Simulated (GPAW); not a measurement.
Consider YCo3B2 (P6/mmm).

```xyz
6
Lattice="5.0330 0.0000 0.0000 -2.5165 4.3587 0.0000 0.0000 0.0000 3.0380" Properties=species:S:1:pos:R:3 pbc="T T T"
Y     0.0000    0.0000    0.0000
Co   -1.2583    2.1794    1.5190
Co    1.2583    2.1794    1.5190
Co    2.5165    0.0000    1.5190
B     2.5165    1.4529    0.0000
B     0.0000    2.9058    0.0000
```

Absorber: atom 2, with 4 B at 2.10 Å (square planar, site symmetry mmm). Method: GPAW, LDA, excited-electron core hole (neutral cell), 18-atom cell with 5.9 Å between holes, 3×3×3 k points, dipole transitions, Gaussian full width 1.33 eV up to 4 eV, rising linearly to 3.5 eV at 25 eV.

Predict the near-edge structure at the Co K edge.

Main maxima up to 30 eV above the zero (height): 1.3 eV (0.68), 6.9 eV (0.42), 11.5 eV (1.26), 16.3 eV (2.10) and 28.8 eV (1.72). A K edge sees empty p states, which here mix into the lowest empty bands, so that weight starts at the zero. The total-energy difference is 7688.83 eV. The tabulated edge of the element is 7709 eV. The functional leaves an error in such absolute values: in the free atom LDA prices this hole 16.9 eV below PBE (computed apart), and PBE is itself good to a few eV.

The Co K spectrum (energy from the lowest empty level; intensity scaled to a mean of 1 over the first 20 eV; polarised curves are means over the symmetry-equivalent atoms):

```tsv
E (eV)	isotropic	ε ⊥ c	ε ∥ c
-2.0	0.00	0.00	0.00
-1.0	0.01	0.01	0.02
0.0	0.23	0.18	0.33
1.0	0.65	0.55	0.85
2.0	0.58	0.48	0.78
3.0	0.34	0.23	0.56
4.0	0.32	0.27	0.40
5.0	0.35	0.34	0.38
6.0	0.40	0.39	0.42
7.0	0.42	0.46	0.36
8.0	0.38	0.45	0.23
9.0	0.55	0.67	0.31
10.0	0.94	1.15	0.50
11.0	1.22	1.52	0.63
12.0	1.25	1.45	0.83
13.0	1.21	1.31	1.03
14.0	1.40	1.34	1.53
15.0	1.81	1.61	2.20
16.0	2.08	1.85	2.55
17.0	2.00	1.80	2.42
18.0	1.68	1.57	1.90
19.0	1.49	1.55	1.39
20.0	1.51	1.65	1.22
21.0	1.49	1.59	1.27
22.0	1.35	1.38	1.29
23.0	1.24	1.23	1.24
24.0	1.26	1.24	1.30
25.0	1.37	1.32	1.49
26.0	1.50	1.37	1.74
27.0	1.60	1.42	1.97
28.0	1.69	1.49	2.09
29.0	1.72	1.55	2.07
30.0	1.65	1.52	1.91
31.0	1.50	1.41	1.67
32.0	1.37	1.33	1.45
```

The hole lies in one spin channel, while the script sums the empty states of both and takes the lower zero; where the two channels are split, this blurs and shifts the curve. Quadrupole 1s→3d transitions, which feed the pre-edge, are not in the dipole spectrum. The starting moments shrank to 0.00 μB or less, so this is hardly a magnetic state. The holes are only 5.9 Å apart, so the shape is probably not converged with cell size; no larger cell was run here. The mesh is coarse (0.36 Å⁻¹ between points), so small maxima may be mesh ripples. Lifetime broadening is put in by hand, and intensities beyond about 20 eV depend on it and on the partial waves. The structure is a published determination, not relaxed.

[Banner, clock and machine lines of the logs are left out without a mark of their own.]

[Logs are printed without paths, hosts, clocks, repeated set-up lines and the standing remarks that a program may print on its own settings, such as how far it seeks lower states.]

[Hosts, paths, dates, database ids (printed as entryN), source tags and the programs' standing remarks are cut or masked in the printed files.]

[Lists of maxima count a maximum above −3 eV only where it reaches 4 % of the highest in the window and stands out from its surroundings by 2 % of it (1.5 % where it reaches 55 %); shoulders and weaker maxima are passed over, and of the rest the first, up to two pre-edge ones and the few strongest are named.]
